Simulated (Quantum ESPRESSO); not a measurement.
The Mo L₃ edge of atom 1 in Mo (Im-3m), with 8 Mo at 2.73 Å and 6 Mo at 3.15 Å (cube and octahedron, as in bcc, site symmetry m-3m), was computed in 2 ways: excited-electron core hole (neutral cell) and no core hole. Program and functional: Quantum ESPRESSO XSpectra, PBE, Lorentzian half width 0.89 eV up to 4 eV, rising linearly to 1.75 eV at 25 eV (not a setting of the program: the run's 0.4 eV curve was folded afterwards with a further Lorentzian); cells of 1 and 8 atoms (the run without a hole in the smaller).

Each run is counted from its own lowest empty level or Fermi level and scaled to a mean of 1 over its first 20 eV.

| E (eV) | run 1 | run 2 |
| --- | --- | --- |
| -2.00 | 0.37 | 0.28 |
| -1.25 | 0.61 | 0.44 |
| -0.50 | 1.19 | 0.79 |
| 0.25 | 2.29 | 1.44 |
| 1.00 | 2.89 | 2.11 |
| 1.75 | 2.77 | 2.67 |
| 2.50 | 2.19 | 2.73 |
| 3.25 | 1.67 | 2.17 |
| 4.00 | 1.18 | 1.65 |
| 4.75 | 0.86 | 1.13 |
| 5.50 | 0.75 | 0.88 |
| 6.25 | 0.64 | 0.77 |
| 7.00 | 0.55 | 0.63 |
| 7.75 | 0.53 | 0.56 |
| 8.50 | 0.50 | 0.52 |
| 9.25 | 0.50 | 0.48 |
| 10.00 | 0.59 | 0.51 |
| 10.75 | 0.70 | 0.61 |
| 11.50 | 0.78 | 0.71 |
| 12.25 | 0.80 | 0.75 |
| 13.00 | 0.80 | 0.75 |
| 13.75 | 0.77 | 0.75 |
| 14.50 | 0.72 | 0.71 |
| 15.25 | 0.71 | 0.68 |
| 16.00 | 0.68 | 0.66 |
| 16.75 | 0.65 | 0.63 |
| 17.50 | 0.63 | 0.60 |
| 18.25 | 0.63 | 0.61 |
| 19.00 | 0.65 | 0.63 |
| 19.75 | 0.63 | 0.63 |
| 20.50 | 0.56 | 0.58 |
| 21.25 | 0.51 | 0.51 |
| 22.00 | 0.48 | 0.47 |
| 22.75 | 0.48 | 0.45 |
| 23.50 | 0.50 | 0.46 |
| 24.25 | 0.53 | 0.48 |
| 25.00 | 0.53 | 0.50 |
| 25.75 | 0.54 | 0.50 |
| 26.50 | 0.56 | 0.52 |
| 27.25 | 0.57 | 0.53 |
| 28.00 | 0.57 | 0.53 |
| 28.75 | 0.56 | 0.53 |
| 29.50 | 0.55 | 0.52 |
| 30.25 | 0.54 | 0.51 |
| 31.00 | 0.53 | 0.51 |
| 31.75 | 0.54 | 0.51 |

**Question.** Which run is which?

Run 1: excited-electron core hole (neutral cell) (area from −2 to 6 eV 12.5, main maxima 1.1 eV (2.90), 12.7 eV (0.80) and 27.9 eV (0.57)). Run 2: no core hole (area from −2 to 6 eV 12.2, main maxima 2.1 eV (2.80), 13.0 eV (0.75) and 28.2 eV (0.53)). With each curve scaled to its own mean, the area from −2 to 6 eV with the hole is 12.5 against 12.2, and the centre of weight from −1 to 20 eV moves by -0.2 eV (first and strongest maxima below 20 eV: 2.1 eV (2.80) and 13.0 eV (0.75) without the hole, 1.1 eV (2.90) and 12.7 eV (0.80) with it); the shape changes all the same, by 24 % r.m.s.

[Hosts, paths, dates, database ids (printed as entryN), source tags and the programs' standing remarks are cut or masked in the printed files.]

[Lists of maxima count a maximum above −3 eV only where it reaches 4 % of the highest in the window and stands out from its surroundings by 2 % of it (1.5 % where it reaches 55 %); shoulders and weaker maxima are passed over, and of the rest the first, up to two pre-edge ones and the few strongest are named.]
